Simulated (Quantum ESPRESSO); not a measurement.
# CaO(001): a series in the number of layers, part 9 of 12

What law, if any, do the results for CaO(001) follow against the number of layers?

Quantum ESPRESSO 7.5; plane-wave DFT, PBE, GBRV ultrasoft pseudopotentials.

So far. Step 11 (Potential by pp.x, 3 layers): The slope in the vacuum is 0.100 eV/Å for an applied 0.10 V/Å, as it should be. Step 13 (Relaxation with pw.x, 4 layers): The relaxation lowers the energy by 2 meV an atom.

### 17. Relaxing the ions, 8 layers

System of this step: CaO(001), 8 layers. The cell holds 16 atoms: 8 Ca and 8 O. Cell: a = 3.415 Å, b = 3.415 Å, c = 32.869 Å, α = 90.0°, β = 90.0°, γ = 90.0°. It derives from CaO. Vacuum lies along c.

File m5.relax.in:

```
&control
  prefix = 'm5.relax'
  outdir = './out'
  pseudo_dir = './pseudo'
  nstep = 90
  forc_conv_thr = 6e-05
  calculation = 'relax'
  etot_conv_thr = 1e-07
/
&system
  ibrav = 0
  nat = 16
  ntyp = 2
  ecutwfc = 40
  ecutrho = 200
  occupations = 'fixed'
/
&electrons
  conv_thr = 1e-10
  mixing_beta = 0.4
  electron_maxstep = 120
/
&ions
/
ATOMIC_SPECIES
  Ca  40.0780  ca_pbe_v1.uspp.F.UPF
  O   15.9990  o_pbe_v1.2.uspp.F.UPF
CELL_PARAMETERS angstrom
  3.41506535100000 0.00000000000000 0.00000000000000
  0.00000000000000 3.41506535100000 0.00000000000000
  0.00000000000000 0.00000000000000 32.86938475249586
ATOMIC_POSITIONS crystal
  Ca  0.000000000000 0.000000000000 0.242865816636
  O   0.500000000000 0.500000000000 0.242865816636
  Ca  0.500000000000 0.500000000000 0.316332726169
  O   0.000000000000 0.000000000000 0.316332726169
  Ca  0.000000000000 0.000000000000 0.389799635701
  O   0.500000000000 0.500000000000 0.389799635701
  Ca  0.500000000000 0.500000000000 0.463266545234
  O   0.000000000000 0.000000000000 0.463266545234
  Ca  0.000000000000 0.000000000000 0.536733454766
  O   0.500000000000 0.500000000000 0.536733454766
  Ca  0.500000000000 0.500000000000 0.610200364299
  O   0.000000000000 0.000000000000 0.610200364299
  Ca  0.000000000000 0.000000000000 0.683667273831
  O   0.500000000000 0.500000000000 0.683667273831
  Ca  0.500000000000 0.500000000000 0.757134183364
  O   0.000000000000 0.000000000000 0.757134183364
K_POINTS automatic
  4 4 1 0 0 0
```

Launch:

```sh
$ OMP_NUM_THREADS=1 mpirun -n 4 pw.x -nk 1 -in m5.relax.in > m5.relax.out
```

What it wrote:

```text
[banner, memory and clock lines left out]
Program PWSCF v.7.5 starts
[...]
Message from routine setup:
[...]
number of electrons       =       128.00
     number of Kohn-Sham states=           64
     kinetic-energy cutoff     =      40.0000  Ry
     charge density cutoff     =     200.0000  Ry
[...]
number of k points=     6
[...]
Dense  grid:   123839 G-vectors     FFT dimensions: (  30,  30, 288)
[...]
negative rho (up, down):  1.390E-04 0.000E+00
     Starting wfcs are  112 randomized atomic wfcs
[...]
negative rho (up, down):  8.287E-05 0.000E+00
[...]
estimated scf accuracy    <       4.59508750 Ry
[...]
negative rho (up, down):  1.280E-04 0.000E+00
[...]
estimated scf accuracy    <       0.83916750 Ry
[...]
negative rho (up, down):  2.574E-04 0.000E+00
[...]
estimated scf accuracy    <       0.09123813 Ry
[...]
negative rho (up, down):  2.820E-04 0.000E+00
[...]
estimated scf accuracy    <       0.14648406 Ry
[...]
negative rho (up, down):  2.723E-04 0.000E+00
[...]
estimated scf accuracy    <       0.00185325 Ry
[...]
negative rho (up, down):  2.699E-04 0.000E+00
[...]
estimated scf accuracy    <       0.02127033 Ry
[...]
negative rho (up, down):  2.689E-04 0.000E+00
[...]
estimated scf accuracy    <       0.00037599 Ry
[...]
negative rho (up, down):  2.671E-04 0.000E+00
[...]
estimated scf accuracy    <       0.00032606 Ry
[...]
negative rho (up, down):  2.676E-04 0.000E+00
[...]
estimated scf accuracy    <       0.00001937 Ry
[...]
negative rho (up, down):  2.676E-04 0.000E+00
[...]
estimated scf accuracy    <       0.00000271 Ry
[...]
negative rho (up, down):  2.678E-04 0.000E+00
[...]
estimated scf accuracy    <       0.00000358 Ry
[...]
negative rho (up, down):  2.679E-04 0.000E+00
[...]
estimated scf accuracy    <       0.00000078 Ry
[...]
negative rho (up, down):  2.680E-04 0.000E+00
[...]
estimated scf accuracy    <       0.00000003 Ry
[...]
negative rho (up, down):  2.681E-04 0.000E+00
[...]
estimated scf accuracy    <       0.00000001 Ry
[...]
negative rho (up, down):  2.681E-04 0.000E+00
[...]
estimated scf accuracy    <          4.8E-09 Ry
[...]
negative rho (up, down):  2.682E-04 0.000E+00
[...]
estimated scf accuracy    <          4.3E-10 Ry
[...]
negative rho (up, down):  2.682E-04 0.000E+00
[...]
highest occupied level (ev):     2.8730
!    total energy              =    -860.03913704 Ry
     estimated scf accuracy    <          9.1E-11 Ry
[...]
one-electron contribution =   -9057.80604997 Ry
     hartree contribution      =    4568.15739038 Ry
     xc contribution           =    -154.92433119 Ry
     ewald contribution        =    3784.53385374 Ry
     convergence has been achieved in  17 iterations
     negative rho (up, down):  2.682E-04 0.000E+00
[...]
Total force =     0.015253     Total SCF correction =     0.000008
[...]
negative rho (up, down):  2.690E-04 0.000E+00
[...]
negative rho (up, down):  2.698E-04 0.000E+00
[...]
estimated scf accuracy    <       0.00004994 Ry
[...]
negative rho (up, down):  2.701E-04 0.000E+00
[...]
estimated scf accuracy    <       0.00000325 Ry
[...]
negative rho (up, down):  2.702E-04 0.000E+00
[...]
estimated scf accuracy    <       0.00000054 Ry
[...]
negative rho (up, down):  2.703E-04 0.000E+00
[...]
estimated scf accuracy    <       0.00000008 Ry
[...]
negative rho (up, down):  2.704E-04 0.000E+00
[...]
estimated scf accuracy    <       0.00000001 Ry
[...]
negative rho (up, down):  2.704E-04 0.000E+00
[...]
estimated scf accuracy    <          1.9E-09 Ry
[...]
negative rho (up, down):  2.704E-04 0.000E+00
[...]
estimated scf accuracy    <          3.7E-10 Ry
[...]
negative rho (up, down):  2.704E-04 0.000E+00
[...]
estimated scf accuracy    <          1.1E-10 Ry
[...]
negative rho (up, down):  2.705E-04 0.000E+00
[...]
highest occupied level (ev):     2.8717
!    total energy              =    -860.03935517 Ry
     estimated scf accuracy    <          1.4E-11 Ry
[...]
one-electron contribution =   -9058.27412543 Ry
     hartree contribution      =    4568.43829680 Ry
     xc contribution           =    -154.92616534 Ry
     ewald contribution        =    3784.72263879 Ry
     convergence has been achieved in   9 iterations
     negative rho (up, down):  2.705E-04 0.000E+00
[...]
Total force =     0.013385     Total SCF correction =     0.000021
[...]
WARNING: bfgs curvature condition failed, Theta= 0.914
[...]
negative rho (up, down):  2.716E-04 0.000E+00
[...]
negative rho (up, down):  2.724E-04 0.000E+00
[...]
estimated scf accuracy    <       0.00006153 Ry
[...]
negative rho (up, down):  2.726E-04 0.000E+00
[...]
estimated scf accuracy    <       0.00000376 Ry
[...]
negative rho (up, down):  2.727E-04 0.000E+00
[...]
estimated scf accuracy    <       0.00000065 Ry
[...]
negative rho (up, down):  2.728E-04 0.000E+00
[...]
estimated scf accuracy    <       0.00000009 Ry
[...]
negative rho (up, down):  2.728E-04 0.000E+00
[...]
estimated scf accuracy    <       0.00000002 Ry
[...]
negative rho (up, down):  2.728E-04 0.000E+00
[...]
estimated scf accuracy    <          2.3E-09 Ry
[...]
negative rho (up, down):  2.729E-04 0.000E+00
[...]
estimated scf accuracy    <          4.2E-10 Ry
[...]
negative rho (up, down):  2.729E-04 0.000E+00
[...]
highest occupied level (ev):     2.8713
!    total energy              =    -860.03956721 Ry
     estimated scf accuracy    <          8.1E-11 Ry
[...]
one-electron contribution =   -9059.01374546 Ry
     hartree contribution      =    4568.85137102 Ry
     xc contribution           =    -154.92841225 Ry
     ewald contribution        =    3785.05121948 Ry
     convergence has been achieved in   8 iterations
     negative rho (up, down):  2.729E-04 0.000E+00
[...]
Total force =     0.011389     Total SCF correction =     0.000043
[...]
negative rho (up, down):  2.750E-04 0.000E+00
[...]
negative rho (up, down):  2.756E-04 0.000E+00
[...]
estimated scf accuracy    <       0.00013926 Ry
[...]
negative rho (up, down):  2.758E-04 0.000E+00
[...]
estimated scf accuracy    <       0.00000833 Ry
[...]
negative rho (up, down):  2.759E-04 0.000E+00
[...]
estimated scf accuracy    <       0.00000136 Ry
[...]
negative rho (up, down):  2.759E-04 0.000E+00
[...]
!    total energy              =    -860.04007263 Ry
     estimated scf accuracy    <          3.5E-11 Ry
[...]
one-electron contribution =   -9063.25703182 Ry
     hartree contribution      =    4571.09202697 Ry
     xc contribution           =    -154.93875833 Ry
     ewald contribution        =    3787.06369054 Ry
     convergence has been achieved in  10 iterations
     negative rho (up, down):  2.795E-04 0.000E+00
[...]
Total force =     0.004544     Total SCF correction =     0.000038
[...]
negative rho (up, down):  2.825E-04 0.000E+00
[...]
negative rho (up, down):  2.816E-04 0.000E+00
[...]
estimated scf accuracy    <       0.00019667 Ry
[...]
negative rho (up, down):  2.811E-04 0.000E+00
[...]
estimated scf accuracy    <       0.00001524 Ry
[...]
negative rho (up, down):  2.810E-04 0.000E+00
[...]
estimated scf accuracy    <       0.00000213 Ry
[...]
negative rho (up, down):  2.808E-04 0.000E+00
[...]
estimated scf accuracy    <       0.00000047 Ry
[...]
negative rho (up, down):  2.807E-04 0.000E+00
[...]
estimated scf accuracy    <       0.00000009 Ry
[...]
negative rho (up, down):  2.807E-04 0.000E+00
[...]
estimated scf accuracy    <       0.00000001 Ry
[...]
negative rho (up, down):  2.807E-04 0.000E+00
[...]
estimated scf accuracy    <          7.9E-09 Ry
[...]
negative rho (up, down):  2.808E-04 0.000E+00
[...]
estimated scf accuracy    <          1.8E-09 Ry
[...]
negative rho (up, down):  2.808E-04 0.000E+00
[...]
estimated scf accuracy    <          9.2E-11 Ry
[...]
negative rho (up, down):  2.808E-04 0.000E+00
[...]
estimated scf accuracy    <          8.7E-11 Ry
[...]
negative rho (up, down):  2.808E-04 0.000E+00
[...]
highest occupied level (ev):     2.8754
!    total energy              =    -860.04014240 Ry
     estimated scf accuracy    <          6.3E-12 Ry
[...]
one-electron contribution =   -9066.32664215 Ry
     hartree contribution      =    4572.65895722 Ry
     xc contribution           =    -154.94495804 Ry
     ewald contribution        =    3788.57250057 Ry
     convergence has been achieved in  11 iterations
     negative rho (up, down):  2.808E-04 0.000E+00
[...]
Total force =     0.003082     Total SCF correction =     0.000016
[...]
negative rho (up, down):  2.817E-04 0.000E+00
[...]
negative rho (up, down):  2.813E-04 0.000E+00
[...]
estimated scf accuracy    <       0.00000115 Ry
[...]
negative rho (up, down):  2.811E-04 0.000E+00
[...]
estimated scf accuracy    <       0.00000021 Ry
[...]
negative rho (up, down):  2.810E-04 0.000E+00
[...]
estimated scf accuracy    <       0.00000004 Ry
[...]
negative rho (up, down):  2.809E-04 0.000E+00
[...]
estimated scf accuracy    <          6.7E-09 Ry
[...]
negative rho (up, down):  2.808E-04 0.000E+00
[...]
estimated scf accuracy    <          6.9E-10 Ry
[...]
negative rho (up, down):  2.808E-04 0.000E+00
[...]
estimated scf accuracy    <          3.3E-10 Ry
[...]
negative rho (up, down):  2.808E-04 0.000E+00
[...]
highest occupied level (ev):     2.8757
!    total energy              =    -860.04015096 Ry
     estimated scf accuracy    <          1.4E-11 Ry
[...]
one-electron contribution =   -9067.12308798 Ry
     hartree contribution      =    4573.04328333 Ry
     xc contribution           =    -154.94563298 Ry
     ewald contribution        =    3788.98528669 Ry
     convergence has been achieved in   7 iterations
     negative rho (up, down):  2.808E-04 0.000E+00
[...]
Total force =     0.002603     Total SCF correction =     0.000011
[...]
WARNING: bfgs curvature condition failed, Theta= 0.980
[...]
negative rho (up, down):  2.818E-04 0.000E+00
[...]
negative rho (up, down):  2.814E-04 0.000E+00
[...]
estimated scf accuracy    <       0.00000131 Ry
[...]
negative rho (up, down):  2.812E-04 0.000E+00
[...]
estimated scf accuracy    <       0.00000025 Ry
[...]
negative rho (up, down):  2.810E-04 0.000E+00
[...]
estimated scf accuracy    <       0.00000005 Ry
[...]
negative rho (up, down):  2.809E-04 0.000E+00
[...]
estimated scf accuracy    <          7.9E-09 Ry
[...]
negative rho (up, down):  2.809E-04 0.000E+00
[...]
estimated scf accuracy    <          7.6E-10 Ry
[...]
negative rho (up, down):  2.809E-04 0.000E+00
[...]
estimated scf accuracy    <          3.3E-10 Ry
[...]
negative rho (up, down):  2.809E-04 0.000E+00
[...]
highest occupied level (ev):     2.8757
!    total energy              =    -860.04016008 Ry
     estimated scf accuracy    <          1.4E-11 Ry
[...]
one-electron contribution =   -9068.08823093 Ry
     hartree contribution      =    4573.51030123 Ry
     xc contribution           =    -154.94629620 Ry
     ewald contribution        =    3789.48406582 Ry
     convergence has been achieved in   7 iterations
     negative rho (up, down):  2.809E-04 0.000E+00
[...]
Total force =     0.002101     Total SCF correction =     0.000008
[...]
negative rho (up, down):  2.823E-04 0.000E+00
[...]
negative rho (up, down):  2.817E-04 0.000E+00
[...]
estimated scf accuracy    <       0.00000310 Ry
[...]
negative rho (up, down):  2.814E-04 0.000E+00
[...]
estimated scf accuracy    <       0.00000046 Ry
[...]
negative rho (up, down):  2.811E-04 0.000E+00
[...]
estimated scf accuracy    <       0.00000010 Ry
[...]
negative rho (up, down):  2.810E-04 0.000E+00
[...]
estimated scf accuracy    <       0.00000001 Ry
[...]
Total force =     0.000819     Total SCF correction =     0.000007
[...]
negative rho (up, down):  2.840E-04 0.000E+00
[...]
negative rho (up, down):  2.841E-04 0.000E+00
[...]
estimated scf accuracy    <       0.00000151 Ry
[...]
negative rho (up, down):  2.840E-04 0.000E+00
[...]
estimated scf accuracy    <       0.00000028 Ry
[...]
negative rho (up, down):  2.840E-04 0.000E+00
[...]
estimated scf accuracy    <       0.00000004 Ry
[...]
negative rho (up, down):  2.840E-04 0.000E+00
[...]
estimated scf accuracy    <          7.9E-09 Ry
[...]
negative rho (up, down):  2.840E-04 0.000E+00
[...]
estimated scf accuracy    <          1.2E-09 Ry
[...]
negative rho (up, down):  2.841E-04 0.000E+00
[...]
estimated scf accuracy    <          1.8E-10 Ry
[...]
negative rho (up, down):  2.841E-04 0.000E+00
[...]
estimated scf accuracy    <          3.3E-11 Ry
[...]
negative rho (up, down):  2.841E-04 0.000E+00
[...]
highest occupied level (ev):     2.8747
!    total energy              =    -860.04019262 Ry
     estimated scf accuracy    <          2.3E-12 Ry
[...]
one-electron contribution =   -9084.01312769 Ry
     hartree contribution      =    4581.47385752 Ry
     xc contribution           =    -154.95207348 Ry
     ewald contribution        =    3797.45115103 Ry
     convergence has been achieved in   8 iterations
     negative rho (up, down):  2.841E-04 0.000E+00
[...]
Total force =     0.000882     Total SCF correction =     0.000002
[...]
negative rho (up, down):  2.854E-04 0.000E+00
[...]
negative rho (up, down):  2.854E-04 0.000E+00
[...]
estimated scf accuracy    <       0.00000382 Ry
[...]
negative rho (up, down):  2.852E-04 0.000E+00
[...]
estimated scf accuracy    <       0.00000065 Ry
[...]
negative rho (up, down):  2.851E-04 0.000E+00
[...]
estimated scf accuracy    <       0.00000013 Ry
[...]
negative rho (up, down):  2.851E-04 0.000E+00
[...]
estimated scf accuracy    <       0.00000001 Ry
[...]
negative rho (up, down):  2.852E-04 0.000E+00
[...]
estimated scf accuracy    <          1.9E-09 Ry
[...]
negative rho (up, down):  2.852E-04 0.000E+00
[...]
estimated scf accuracy    <          1.2E-10 Ry
[...]
negative rho (up, down):  2.853E-04 0.000E+00
[...]
estimated scf accuracy    <          2.3E-11 Ry
[...]
negative rho (up, down):  2.853E-04 0.000E+00
[...]
```

Elapsed: 15 min, on 4 MPI ranks of Arm Neoverse V1, shared host; peak memory 0.75 GiB.

Step by step (22 of 26):

| step | energy less that of the first step (eV) | largest force (eV/Å) |
| --- | --- | --- |
| 1 | 0.0000 | 0.2007 |
| 2 | -0.0030 | 0.1716 |
| 3 | -0.0059 | 0.1413 |
| 5 | -0.0127 | 0.0539 |
| 6 | -0.0137 | 0.0378 |
| 7 | -0.0138 | 0.0294 |
| 8 | -0.0139 | 0.0204 |
| 9 | -0.0141 | 0.0173 |
| 11 | -0.0142 | 0.0168 |
| 12 | -0.0143 | 0.0121 |
| 13 | -0.0143 | 0.0062 |
| 14 | -0.0143 | 0.0061 |
| 15 | -0.0143 | 0.0085 |
| 16 | -0.0143 | 0.0108 |
| 18 | -0.0144 | 0.0125 |
| 19 | -0.0144 | 0.0111 |
| 20 | -0.0144 | 0.0082 |
| 21 | -0.0144 | 0.0071 |
| 22 | -0.0144 | 0.0053 |
| 24 | -0.0144 | 0.0025 |
| 25 | -0.0145 | 0.0019 |
| 26 | -0.0145 | 0.0010 |

The atoms that moved most (Å):

| atom | dx | dy | dz | length |
| --- | --- | --- | --- | --- |
| O2 | 0.000 | 0.000 | 0.046 | 0.046 |
| O16 | 0.000 | 0.000 | -0.046 | 0.046 |
| Ca15 | 0.000 | 0.000 | -0.029 | 0.029 |
| Ca1 | 0.000 | 0.000 | 0.029 | 0.029 |
| O4 | 0.000 | 0.000 | -0.017 | 0.017 |
| O14 | 0.000 | 0.000 | 0.017 | 0.017 |
| Ca13 | 0.000 | 0.000 | 0.008 | 0.008 |
| Ca3 | 0.000 | 0.000 | -0.008 | 0.008 |

Numbers from this step:

```
free energy                    : -11701.4430 eV
valence top, on the run's zero : 2.872 eV
```

### 18. Ground state, 8 layers

File m5.f0.in:

```
&control
  prefix = 'm5.f0'
  outdir = './out'
  pseudo_dir = './pseudo'
  calculation = 'scf'
  tprnfor = .true.
  tefield = .true.
  dipfield = .true.
/
&system
  ibrav = 0
  nat = 16
  ntyp = 2
  ecutwfc = 40
  ecutrho = 200
  occupations = 'fixed'
  edir = 3
  emaxpos = 0.97
  eopreg = 0.04
  eamp = 0.0
  nbnd = 68
/
&electrons
  conv_thr = 1e-09
  mixing_beta = 0.4
  electron_maxstep = 120
  mixing_mode = 'plain'
/
ATOMIC_SPECIES
  Ca  40.0780  ca_pbe_v1.uspp.F.UPF
  O   15.9990  o_pbe_v1.2.uspp.F.UPF
CELL_PARAMETERS angstrom
  3.41506535100000 0.00000000000000 0.00000000000000
  0.00000000000000 3.41506535100000 0.00000000000000
  0.00000000000000 0.00000000000000 32.86938475249586
ATOMIC_POSITIONS crystal
  Ca  0.000000000000 0.000000000000 0.243745752200
  O   0.500000000000 0.500000000000 0.244278848100
  Ca  0.500000000000 0.500000000000 0.316091468300
  O   0.000000000000 0.000000000000 0.315815176200
  Ca  0.000000000000 0.000000000000 0.389698078400
  O   0.500000000000 0.500000000000 0.389800220200
  Ca  0.500000000000 0.500000000000 0.463236456000
  O   0.000000000000 0.000000000000 0.463201847100
  Ca  0.000000000000 0.000000000000 0.536763544000
  O   0.500000000000 0.500000000000 0.536798152900
  Ca  0.500000000000 0.500000000000 0.610301921600
  O   0.000000000000 0.000000000000 0.610199779800
  Ca  0.000000000000 0.000000000000 0.683908531700
  O   0.500000000000 0.500000000000 0.684184823800
  Ca  0.500000000000 0.500000000000 0.756254247800
  O   0.000000000000 0.000000000000 0.755721151900
K_POINTS automatic
  4 4 1 0 0 0
```

Launch:

```sh
$ OMP_NUM_THREADS=1 mpirun -n 4 pw.x -nk 1 -in m5.f0.in > m5.f0.out
```

What it wrote:

```text
[banner, memory and clock lines left out]
Program PWSCF v.7.5 starts
[...]
number of electrons       =       128.00
     number of Kohn-Sham states=           68
     kinetic-energy cutoff     =      40.0000  Ry
     charge density cutoff     =     200.0000  Ry
[...]
number of k points=    10
[...]
Dense  grid:   123839 G-vectors     FFT dimensions: (  30,  30, 288)
[...]
negative rho (up, down):  1.513E-04 0.000E+00
[...]
Starting wfcs are  112 randomized atomic wfcs
[...]
negative rho (up, down):  9.865E-05 0.000E+00
[...]
estimated scf accuracy    <       4.60471520 Ry
[...]
negative rho (up, down):  1.434E-04 0.000E+00
[...]
estimated scf accuracy    <       0.76111648 Ry
[...]
negative rho (up, down):  2.793E-04 0.000E+00
[...]
estimated scf accuracy    <       0.08735867 Ry
[...]
negative rho (up, down):  3.058E-04 0.000E+00
[...]
estimated scf accuracy    <       0.10670146 Ry
[...]
negative rho (up, down):  2.751E-04 0.000E+00
[...]
estimated scf accuracy    <       0.00173445 Ry
[...]
negative rho (up, down):  2.807E-04 0.000E+00
[...]
estimated scf accuracy    <       0.01482923 Ry
[...]
negative rho (up, down):  2.863E-04 0.000E+00
[...]
estimated scf accuracy    <       0.00004307 Ry
[...]
negative rho (up, down):  2.859E-04 0.000E+00
[...]
estimated scf accuracy    <       0.00042352 Ry
[...]
negative rho (up, down):  2.863E-04 0.000E+00
[...]
estimated scf accuracy    <       0.00000266 Ry
[...]
negative rho (up, down):  2.873E-04 0.000E+00
[...]
estimated scf accuracy    <       0.00000643 Ry
[...]
negative rho (up, down):  2.877E-04 0.000E+00
[...]
estimated scf accuracy    <       0.00000029 Ry
[...]
negative rho (up, down):  2.879E-04 0.000E+00
[...]
estimated scf accuracy    <          6.9E-09 Ry
[...]
negative rho (up, down):  2.881E-04 0.000E+00
[...]
Total length         59.6296 bohr
[...]
estimated scf accuracy    <          1.5E-09 Ry
[...]
negative rho (up, down):  2.883E-04 0.000E+00
[...]
Computed dipole along edir(3) :
        Dipole                0.0000 Ry au,          0.0000 Debye
        Dipole field          0.0000 Ry au,
        Potential amp.       -0.0000 Ry
        Total length         59.6296 bohr
[...]
highest occupied, lowest unoccupied level (ev):     2.8719    5.8233
!    total energy              =    -860.04019919 Ry
     estimated scf accuracy    <          1.6E-10 Ry
[...]
one-electron contribution =   -9102.84740253 Ry
     hartree contribution      =    4590.88473978 Ry
     xc contribution           =    -154.95730790 Ry
     ewald contribution        =    3806.87977146 Ry
     electric field correction =       0.00000000 Ry
     convergence has been achieved in  14 iterations
     negative rho (up, down):  2.883E-04 0.000E+00
[...]
Total force =     0.000070     Total SCF correction =     0.000008
[...]
```

Elapsed: 92 s, on 4 MPI ranks; peak memory 0.48 GiB.

Numbers from this step:

| Quantity | Value |
| --- | --- |
| dipole along the normal | 0 e·Å |
| conduction bottom, on the run's zero | 5.823 eV |
| gap by band count | 2.951 eV |

[end of part 9 of 12]

[Logs are printed without paths, hosts, clocks, repeated set-up lines and the standing remarks that a program may print on its own settings, such as how far it seeks lower states.]

[Hosts, paths, dates, database ids (printed as entryN), source tags and the programs' standing remarks are cut or masked in the printed files.]

[Maps of the electrostatic potential energy from Ansatz leave out the sawtooth potential of an applied field or a dipole correction, so their vacuum need not be flat; planar profiles and work functions include it.]
